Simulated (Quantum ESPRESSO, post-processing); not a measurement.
# Work-function anisotropy of Ta, part 2 of 2

Which face of Ta holds its electrons most tightly, and does packing explain the order?

Quantum ESPRESSO 7.5; plane-wave DFT, PBE, PseudoDojo norm-conserving pseudopotentials.

So far. Step 11 (Potential by pp.x of (100)): On (100) the work function under LDA lies +0.26 eV from PBE's. Step 12 (Relaxing the ions of (111), PBE): The relaxation lowers the energy by 72 meV an atom. On the free atoms the largest force ends at 0.011 eV/Å.

**13. Self-consistent run of (111), PBE**

Level of this step: plane-wave DFT, PBE, PseudoDojo norm-conserving pseudopotentials (Quantum ESPRESSO 7.5).

Contents of 111.pbe.in:

```
&control
  prefix = '111.pbe'
  outdir = './out'
  pseudo_dir = './pseudo'
  calculation = 'scf'
  tprnfor = .true.
/
&system
  ibrav = 0
  nat = 9
  ntyp = 1
  ecutwfc = 50
  ecutrho = 200
  occupations = 'smearing'
  smearing = 'mv'
  degauss = 0.02
/
&electrons
  conv_thr = 1e-07
  mixing_beta = 0.4
  electron_maxstep = 120
  mixing_mode = 'local-TF'
/
ATOMIC_SPECIES
  Ta  180.9479  Ta.dojo-sr-pbe-0.4.1-standard.upf
CELL_PARAMETERS angstrom
  4.68104689145494 0.00000000000000 0.00000000000000
  2.34052344572747 4.05390552430616 0.00000000000000
  0.00000000000000 0.00000000000000 23.64411756407064
ATOMIC_POSITIONS crystal
  Ta  0.333333333300 0.333333333300 0.349895034400
  Ta  0.666666666700 0.666666666700 0.383914104600
  Ta  0.000000000000 0.000000000000 0.419175271100
  Ta  0.333333333300 0.333333333300 0.459587635600
  Ta  0.666666666700 0.666666666700 0.500000000000
  Ta  0.000000000000 0.000000000000 0.540412364400
  Ta  0.333333333300 0.333333333300 0.580824728800
  Ta  0.666666666700 0.666666666700 0.616085895400
  Ta  0.000000000000 0.000000000000 0.650104965600
K_POINTS automatic
  6 6 1 0 0 0
```

On the command line:

```console
$ OMP_NUM_THREADS=1 mpirun -n 4 pw.x -nk 2 -in 111.pbe.in > 111.pbe.out
```

It took 2 min on 4 MPI ranks of Intel Xeon 6975P-C (Granite Rapids), shared host; peak memory 0.85 GiB.

Read from the output:

- free energy: -15937.3539 eV
- Fermi energy: 4.433 eV

**14. Potential by pp.x of (111)**

Contents of 111.pbe.pot.in:

```
&inputpp
  prefix = '111.pbe'
  outdir = './out'
  filplot = '111.pbe.pot.dat'
  plot_num = 11
/
```

On the command line:

```console
$ OMP_NUM_THREADS=1 mpirun -n 4 pp.x -in 111.pbe.pot.in > 111.pbe.pot.out
```

The job ended after 1.3 s (4 MPI ranks; peak memory 0.11 GiB).

This step gave:

```
work function of the upper face                                       : 3.713 eV
slope of the potential above                                          : 4.05e-4 eV/Å
upper vacuum line continued to the top atoms, over the Fermi level    : 3.711 eV
work function of the lower face                                       : 3.713 eV
slope of the potential below                                          : -3.11e-4 eV/Å
lower vacuum line continued to the bottom atoms, over the Fermi level : 3.711 eV
```

The potential energy, planar mean oscillates, so the rows of the table below give means over windows of 0.99 Å about each position, cut where the curve ends. Its maxima inside the range that stand out by 2 % of the span (Å: eV): 10.40: -13.0, 11.38: -12.8, 12.26: -12.8, 13.25: -13.0. Its minima: 8.98: -16.4, 10.84: -14.3, 11.82: -14.2, 12.81: -14.3, 14.67: -16.4.

Electrostatic potential energy of an electron; zero at the Fermi level. Potential energy, planar mean against z; means over each step:

```tsv
z (Å)	potential energy, planar mean (eV)
0.49	3.71
1.48	3.71
2.47	3.71
3.46	3.71
4.45	3.71
5.44	3.66
6.43	3.21
7.42	-1.13
8.41	-13.9
9.40	-15.7
10.39	-13.9
11.38	-13.5
12.37	-13.6
13.36	-14.0
14.35	-15.8
15.34	-12.9
16.33	-0.0130
17.32	3.32
18.31	3.67
19.30	3.71
20.29	3.71
21.29	3.71
22.27	3.71
23.26	3.71
```

**15. Ground state of (111), LDA**

Level of this step: plane-wave DFT, LDA, PseudoDojo norm-conserving pseudopotentials (Quantum ESPRESSO 7.5).

111.lda.in is the input of step 13 with these lines changed:

```diff
@@ -1,3 +1,3 @@
 &control
-  prefix = '111.pbe'
+  prefix = '111.lda'
   outdir = './out'
@@ -24,3 +24,3 @@
 ATOMIC_SPECIES
-  Ta  180.9479  Ta.dojo-sr-pbe-0.4.1-standard.upf
+  Ta  180.9479  Ta.dojo-sr-lda-0.4.1-standard.upf
 CELL_PARAMETERS angstrom
```

On the command line:

```console
$ OMP_NUM_THREADS=1 mpirun -n 4 pw.x -nk 2 -in 111.lda.in > 111.lda.out
```

The job ended after 2.5 min (4 MPI ranks; peak memory 0.85 GiB).

Read from the output:

```
free energy  : -15951.1977 eV
Fermi energy : 4.124 eV
```

**16. Potential by pp.x of (111)**

Contents of 111.lda.pot.in:

```
&inputpp
  prefix = '111.lda'
  outdir = './out'
  filplot = '111.lda.pot.dat'
  plot_num = 11
/
```

On the command line:

```console
$ OMP_NUM_THREADS=1 mpirun -n 4 pp.x -in 111.lda.pot.in > 111.lda.pot.out
```

Wall time 1.2 s (4 MPI ranks); peak memory 0.13 GiB; 4.2 s of CPU time.

This step gave:

* work function of the upper face: 3.990 eV
* slope of the potential above: 3.20e-4 eV/Å
* upper vacuum line continued to the top atoms, over the Fermi level: 3.989 eV
* work function of the lower face: 3.991 eV
* slope of the potential below: -2.44e-4 eV/Å
* lower vacuum line continued to the bottom atoms, over the Fermi level: 3.989 eV

On (111) the work function under LDA lies +0.28 eV from PBE's.

**17. The series side by side**

All levels:

```tsv
level	work function (eV)	CPU time (s)
(110), PBE	4.754	773.4
(110), LDA	4.982	756.6
(100), PBE	3.744	291.1
(100), LDA	4.002	232.8
(111), PBE	3.713	474.3
(111), LDA	3.99	587.5
```

**18. The arithmetic**

For (110) under PBE, on the run's own zero: φ = 12.725 − (7.971) = 4.754 eV.

**19. Results**

```json
{
 "work function of (110), PBE": "4.75 eV",
 "work function of (110), LDA": "4.98 eV",
 "work function of (100), PBE": "3.74 eV",
 "work function of (100), LDA": "4.00 eV",
 "work function of (111), PBE": "3.71 eV",
 "work function of (111), LDA": "3.99 eV"
}
```

In words: Under PBE the work functions are 4.75 eV on (110), 3.74 eV on (100) and 3.71 eV on (111). In order of packing, from 7.75 to 18.98 Å² an atom, the faces are (110), (100) and (111). The work function falls in the same order, as Smoluchowski's picture of charge smoothing over rough faces expects, though faces within 0.08 eV of each other are not told apart by these slabs. LDA lies +0.23 to +0.28 eV from PBE on the same atoms, nearly a rigid shift. The top two spacings change by -3.9 and +0.8 % on (110), -12.9 and +2.3 % on (100) and -15.8 and -12.7 % on (111). The slabs are thin and unreconstructed, at the tabulated lattice constant; thickness and mesh leave some 0.05 to 0.1 eV open. Spin-orbit coupling is left out; depending on the atoms that carry the levels of interest, it can split and shift them by tenths of an eV to an eV or more.

Computed beside measured:

| quantity | measured | PBE | LDA |
| --- | --- | --- | --- |
| work function of (110) (eV) | 4.74 | 4.75 (+0.01 eV) | 4.98 (+0.24 eV) |
| work function of (100) (eV) | 4.1 | 3.74 (-0.36 eV) | 4.00 (-0.10 eV) |
| work function of (111) (eV) | 3.5 | 3.71 (+0.21 eV) | 3.99 (+0.49 eV) |

Measured values from arxiv:1902.07811 (2019).

Verdict: The grades are ours: good and fair within 3 and 7 % for the work function of (110), 3 and 7 % for the work function of (100) and 3 and 7 % for the work function of (111). Other measurements of the same face can differ from the value quoted by 0.1 to 0.2 eV.

[Logs are printed without paths, hosts, clocks, repeated set-up lines and the standing remarks that a program may print on its own settings, such as how far it seeks lower states.]

[Hosts, paths, dates, database ids (printed as entryN), source tags and the programs' standing remarks are cut or masked in the printed files.]

[Maps of the electrostatic potential energy from Ansatz leave out the sawtooth potential of an applied field or a dipole correction, so their vacuum need not be flat; planar profiles and work functions include it.]
